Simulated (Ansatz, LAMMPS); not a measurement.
# A frame of liquid mixture of 1,4-dioxane and H2O from 300 K (141 atoms): geometry optimisation

Aim: bring a frame of liquid mixture of 1,4-dioxane and H2O from 300 K (141 atoms) to a nearby minimum of the energy and see what moves.

Main program and level: Ansatz 0.2.0; Kohn-Sham DFT, PBE+D4, PAW (set soft_2), plane waves.

## (1) Set-up

The cell holds 141 atoms: 24 C, 31 O and 86 H. Its edges and angles: a = 11.242 Å, b = 11.242 Å, c = 11.242 Å, α = 90.0°, β = 90.0°, γ = 90.0°. 6 1,4-dioxane, 19 H2O placed at random, at 1.02 g/cm³; overlaps pushed apart, then 10 ps at 450 K with MMFF94 bonds, angles, torsions, charges and radii (Halgren, J. Comput. Chem. 17, 490 (1996)) in harmonic and 12-6 forms; SPC/E water (Berendsen, Grigera and Straatsma, J. Phys. Chem. 91, 6269 (1987)). Snapshot after 20 ps at 300 K and fixed volume.

Before any run, some limits are plain. The network of contacts between molecules at the start is that of the classical potential that made the cell. The density was typed from a rule of thumb and may lie off the real one at this temperature. Sampling is at Γ alone, for a cell whose shortest periodic width is 11 Å.

## (2) Single point at the start

The forces at the start show how far the geometry lies from a minimum of this functional.

input.yaml reads:

```yaml
crystal:
  lattice:
    - [11.24156, 0.0, 0.0]
    - [0.0, 11.24156, 0.0]
    - [0.0, 0.0, 11.24156]
  atoms:
    - { symbol: C, position: [0.80593, 0.77445, 0.77145] }
    - { symbol: C, position: [0.8664, 0.67685, 0.69848] }
    - { symbol: O, position: [0.9881, 0.7027, 0.67981] }
    - { symbol: C, position: [0.00907, 0.82979, 0.6734] }
    [... 131 atom lines left out ...]
    - { symbol: O, position: [0.98838, 0.02094, 0.27205] }
    - { symbol: H, position: [0.91963, 0.96524, 0.26292] }
    - { symbol: H, position: [0.0643, 0.97701, 0.25726] }
    - { symbol: O, position: [0.29085, 0.5564, 0.92476] }
    - { symbol: H, position: [0.31163, 0.52111, 0.00373] }
    - { symbol: H, position: [0.33112, 0.51034, 0.86018] }
kpoints:
  mp_grid: { grid: [1, 1, 1] }
hamiltonian:
  xc: pbe
  dispersion: d4
scf:
  occupations: { method: fixed }
output:
  forces: true
  stress: true
  populations: true
  dos:
    method: { smearing: { sigma: 0.1 } }
    de: 0.1
    projected: { site_lists: { C: [C], H: [H], O: [O] } }
  eigenvalues: true
```

Command:

```bash
$ ansatz run input.yaml --threads 4 --pin off --max-ram 8192MiB --backend cpu --events-out ev --progress --plain --runs-dir out
```

Elapsed: 15 s, on 4 threads of AMD EPYC 7R43, shared host; peak memory 1.7 GiB; 58 s of CPU time.

Numbers from this run:

```
free energy                                      : -24983.2528 eV
free energy per atom                             : -177.1862 eV/atom
SCF cycles                                       : 9
pressure                                         : -0.0703 GPa
r.m.s. force component                           : 0.7143 eV/Å
longest force                                    : 4.887 eV/Å
Fermi energy                                     : -1.119 eV
gap (highest filled to lowest empty level) : 4.203 eV
spilling of the projection                       : 0.01264
```

The r.m.s. force component of 0.71 eV/Å and the pressure of -0.070 GPa set the starting point.

Length of the force by element:

```csv
element,coordination,atoms,mean length of the force (eV/Å),spread,least,most
C,all,24,1.61,0.982,0.357,4.89
H,all,86,0.951,0.606,0.191,4.06
O,all,31,0.700,0.427,0.0942,1.77
```

## (3) Relaxation

The atoms are relaxed in the fixed cell, aiming at the force tolerance of the input.

input.yaml, the sections that differ from step 2:

```yaml
output:
  forces: true
relax:
  f_tol: 0.05
  max_steps: 200
# crystal, kpoints, hamiltonian, scf: as in step 2
```

Wall time 3.2 min (4 threads); peak memory 1.5 GiB.

Step by step (22 of 25):

```csv
step,energy less that of the first step (eV),largest force component (eV/Å)
1,0.0000,4.6701
2,-3.9941,1.7108
3,-4.9602,2.2006
4,-5.4784,0.8504
6,-5.8018,0.1975
7,-5.8443,0.4455
8,-5.8901,0.5336
9,-5.9212,0.6045
10,-5.9523,0.5367
11,-5.9734,0.4239
12,-5.9959,0.2531
14,-6.0239,0.0395
15,-6.0359,0.0949
16,-6.0421,0.0977
17,-6.0467,0.3078
18,-6.0531,0.3904
19,-6.0658,0.0481
20,-6.0658,0.0483
22,-6.0737,0.1865
23,-6.0800,0.1011
24,-6.0854,0.0419
25,-6.0854,0.0422
```

The atoms that moved most (Å):

```csv
atom,dx,dy,dz,length
H134,-0.190,1.341,0.244,1.377
H78,-0.017,1.036,0.504,1.152
O76,0.316,1.014,0.363,1.123
H83,0.527,0.619,0.590,1.005
H77,0.530,0.689,0.435,0.972
H69,-0.601,-0.106,0.751,0.968
H141,0.782,-0.039,0.528,0.944
C71,0.232,0.752,0.492,0.928
```

The relaxation changed the energy by -43.2 meV/atom, and atoms moved by 0.59 Å r.m.s., 1.4 Å at most.

## (4) Structure statistics after relaxation

Bonds before and after, by the cutoffs listed below:

```csv
pair,bonds before,bonds after,mean before (Å),mean after (Å),spread before (Å),spread after (Å)
H-O,38,38,1.000,0.989,0.000,0.007
H-C,48,48,1.096,1.100,0.031,0.002
O-C,24,24,1.439,1.446,0.020,0.006
C-C,12,12,1.515,1.513,0.020,0.003
```

Density 1.02 g/cm³, 10.08 Å³ an atom.

g(r), total and by pair (bins of 0.2 Å):

```csv
r (Å),total,H-H,H-O,H-C,O-O,O-C,C-C
0.90,2.15,0.00,8.05,0.00,0.00,0.00,0.00
1.10,2.38,0.00,0.40,10.91,0.00,0.00,0.00
1.30,0.00,0.00,0.00,0.00,0.00,0.00,0.00
1.50,1.39,1.17,0.00,0.00,0.00,8.85,10.15
1.70,0.71,1.17,1.04,0.00,0.00,0.00,0.00
1.90,0.36,0.00,1.35,0.00,0.00,0.00,0.00
2.10,1.25,0.07,2.37,2.81,0.00,0.00,0.00
2.30,0.38,0.97,0.07,0.00,0.00,0.00,0.00
2.50,1.19,2.02,0.21,0.13,0.00,3.06,4.30
2.70,1.07,0.90,0.98,1.22,2.81,0.00,2.78
2.90,0.80,0.71,0.58,0.94,3.61,0.00,0.24
3.10,0.78,0.89,1.24,0.57,0.00,0.00,0.00
3.30,1.14,1.00,1.80,1.25,0.00,0.34,0.00
3.50,0.94,1.02,0.90,0.78,0.00,2.10,0.00
3.70,1.07,1.25,0.88,1.26,0.17,1.39,0.00
3.90,1.01,1.19,0.73,1.27,0.23,1.14,0.52
4.10,0.99,1.02,0.96,1.02,1.33,0.76,0.82
4.30,0.93,0.88,0.89,0.99,1.41,0.86,0.85
4.50,0.95,0.90,1.14,0.75,1.23,1.01,0.86
4.70,0.98,0.97,0.94,1.00,1.71,0.75,0.88
4.90,0.97,1.02,0.69,1.00,1.28,1.33,1.22
5.10,1.00,0.96,1.01,1.04,1.08,1.05,0.90
5.30,1.05,0.96,1.17,0.91,1.54,1.19,0.91
5.50,1.02,0.97,1.17,0.93,0.82,1.11,1.04
```

Bonds by pair of elements; cutoffs follow the first minimum of g(r), held within bounds set by covalent radii, and pairs that aren't listed don't count as bonded:

```csv
pair A-B,cutoff (Å),bonds,mean length (Å),spread (Å),shortest (Å),B about A,A about B
H-O,1.21,38,0.989,0.007,0.969,0.442,1.23
H-C,1.34,48,1.1,0.002,1.09,0.558,2
O-C,1.73,24,1.45,0.006,1.43,0.774,1
C-C,1.85,12,1.51,0.003,1.51,1,1
```

How many atoms have how many bonded neighbours:

```csv
element,mean,1,2,4
C,4,0,0,24
H,1,86,0,0
O,2,0,31,0
```

Bond angles, per cent of each kind in bins of 5°:

```csv
angle (°),C-C-H,H-C-O,H-C-H,C-C-O,H-O-H
100–105,0.0,0.0,0.0,0.0,42.1
105–110,35.4,91.7,100.0,0.0,57.9
110–115,64.6,8.3,0.0,100.0,0.0
```

Bond angles (no mean is given where the spread exceeds 20°):

```csv
angle,count,mean (°),spread (°)
C-C-H,48,110,0.7
H-C-O,48,108,1.3
H-C-H,24,108,0.5
C-C-O,24,111,0.5
H-O-H,19,105,1.4
```

Hydrogen bonds between water molecules (O–O under 3.5 Å, H–O···O angle under 30°):

```csv
hydrogen bonds to other water,molecules
0,0
1,1
2,9
3,7
4,2
```

Rings of the network by King's shortest-path rule, up to 12 atoms, one path for each pair of neighbours; H, halogens, alkali and alkaline-earth atoms are left out, and the last column divides by all other atoms, bonded or not:

```csv
ring size (atoms),rings,per network atom
6,6,0.109
```

With the cutoffs above, all C atoms have 4, all H atoms have 1 and all O atoms have 2 bonded neighbours. The C-C-H angle averages 110° with a spread of 0.7°. The 19 water molecules hold 2.53 hydrogen bonds each to other water on average, with a mean O–O distance of 2.79 Å. All rings counted have 6 atoms.

## (5) Single point at the relaxed geometry

The electronic structure is read at the final geometry, in a run of its own.

input.yaml reads:

```yaml
crystal:
  lattice:
    - [11.24156, 0.0, 0.0]
    - [0.0, 11.24156, 0.0]
    - [0.0, 0.0, 11.24156]
  atoms:
    - { symbol: C, position: [0.81628, 0.7606, 0.77205] }
    - { symbol: C, position: [0.86509, 0.65287, 0.70825] }
    - { symbol: O, position: [0.99162, 0.66577, 0.68489] }
    - { symbol: C, position: [0.02579, 0.78859, 0.66176] }
    [... 131 atom lines left out ...]
    - { symbol: O, position: [0.97544, 0.98325, 0.26723] }
    - { symbol: H, position: [0.92241, 0.92257, 0.23271] }
    - { symbol: H, position: [0.04059, 0.93908, 0.30593] }
    - { symbol: O, position: [0.33995, 0.56632, 0.93274] }
    - { symbol: H, position: [0.33903, 0.55512, 0.02069] }
    - { symbol: H, position: [0.40068, 0.50684, 0.90716] }
kpoints:
  mp_grid: { grid: [1, 1, 1] }
hamiltonian:
  xc: pbe
  dispersion: d4
scf:
  occupations: { method: fixed }
output:
  forces: true
  stress: true
  populations: intrinsic
  dos:
    method: { smearing: { sigma: 0.1 } }
    de: 0.1
    projected: { site_lists: { C: [C], H: [H], O: [O] } }
  eigenvalues: true
  write_density: true
  write_potential: true
  volumetric_format: npy
```

It took 17 s on 4 threads; peak memory 1.7 GiB; 63 s of CPU time.

The program notes that the exchange-correlation potential is rough where the density is thin.

Numbers from this run:

```
free energy                                      : -24989.3382 eV
free energy per atom                             : -177.2293 eV/atom
SCF cycles                                       : 9
pressure                                         : -0.4484 GPa
r.m.s. force component                           : 0.00779 eV/Å
longest force                                    : 0.04512 eV/Å
Fermi energy                                     : -1.424 eV
gap (highest filled to lowest empty level) : 4.624 eV
```

Intrinsic-atomic-orbital charges by element:

```csv
element,coordination,atoms,mean charge (e),spread,least,most
C,all,24,-0.144,0.0041,-0.151,-0.137
H,all,86,0.269,0.0975,0.151,0.393
O,all,31,-0.636,0.195,-0.820,-0.379
```

Density of states as counts of states in windows of 1 eV (from the Fermi level), total and the larger projections:

```csv
from (eV),to (eV),total,O p,C p,H s,C s
-14,-13,12.0,1.8,0.5,2.4,7.2
-13,-12,0.0,0.0,0.0,0.0,0.0
-12,-11,14.0,1.0,3.2,2.4,5.1
-11,-10,10.0,3.0,1.6,1.8,3.5
-10,-8,0.0,0.0,0.0,0.0,0.0
-8,-7,33.3,9.3,9.9,9.1,3.4
-7,-6,52.1,27.3,12.9,10.4,0.2
-6,-5,0.6,0.3,0.2,0.1,0.0
-5,-4,39.2,13.0,15.5,8.8,0.3
-4,-3,50.4,20.1,17.7,9.4,0.5
-3,-2,19.1,14.8,1.4,1.2,0.0
-2,-1,30.3,24.2,3.6,1.5,0.0
-1,0,43.3,35.5,3.0,4.0,0.1
0,1,1.7,1.1,0.3,0.3,0.0
1,4,0.0,0.0,0.0,0.0,0.0
4,5,2.0,0.0,0.1,1.1,0.1
```

With fixed occupations the program's Fermi level is the highest filled level; weight inside the gap is the broadening of levels at its edges.

Between -21 and -14 eV lie 62 more states.

The levels nearest the highest filled one (over half full), pooled over k-points and spins:

```csv
level less the highest filled one (eV),occupation
-0.245,2
-0.232,2
-0.153,2
-0.0888,2
-0.0274,2
0,2
4.62,0
5.47,0
5.57,0
5.65,0
5.73,0
5.81,0
```

Mean intrinsic-atomic-orbital charges: C -0.14, H +0.27, O -0.64 e. The largest share in the top eV of filled states is O p (83 % of the projected weight), and in the lowest eV of empty states H s (56 % of the projected weight).

## (6) Results

| Property | Result |
| --- | --- |
| energy change in the relaxation | -43.16 meV/atom |
| r.m.s. displacement | 0.587 Å |
| largest displacement | 1.377 Å |
| free energy per atom | -177.2293 eV/atom |
| pressure | -0.4484 GPa |
| r.m.s. force component | 0.00779 eV/Å |
| gap (highest filled to lowest empty level) | 4.624 eV |
| wall time of the 3 DFT runs | 3.7 min |

Relaxation lowers the energy by 43.2 meV/atom and moves atoms by 0.59 Å r.m.s.; the r.m.s. force component goes from 0.71 to 0.0078 eV/Å, the pressure goes from -0.070 to -0.45 GPa, and the gap from 4.20 to 4.62 eV. By the final cutoffs no bond was broken or made. From the first step to the last the energy fell by 6.085 eV, and the largest move was 1.38 Å (H134). The H-O bonds change most in mean length: from 1.000 Å (spread 0.000) to 0.989 Å (spread 0.007). With the cutoffs above, all C atoms have 4, all H atoms have 1 and all O atoms have 2 bonded neighbours. The 19 water molecules hold 2.53 hydrogen bonds each to other water on average, with a mean O–O distance of 2.79 Å. Between filled and empty levels lie 4.62 eV (at Γ alone); a semilocal functional tends to put such gaps too low. In a disordered cell it changes from sample to sample and from frame to frame.

Caveats: The network of contacts between molecules at the start is that of the classical potential that made the cell; in DFT atoms moved by 0.59 Å r.m.s.

[Logs are printed without paths, hosts, clocks, repeated set-up lines and the standing remarks that a program may print on its own settings, such as how far it seeks lower states.]

[Hosts, paths, dates, database ids (printed as entryN), source tags and the programs' standing remarks are cut or masked in the printed files.]

[The MMFF94 radii named for the starting cell were scaled by 0.96; in molecules described by MMFF94, hydrogen bound to N, O or S took a small fixed 12-6 site in their place.]
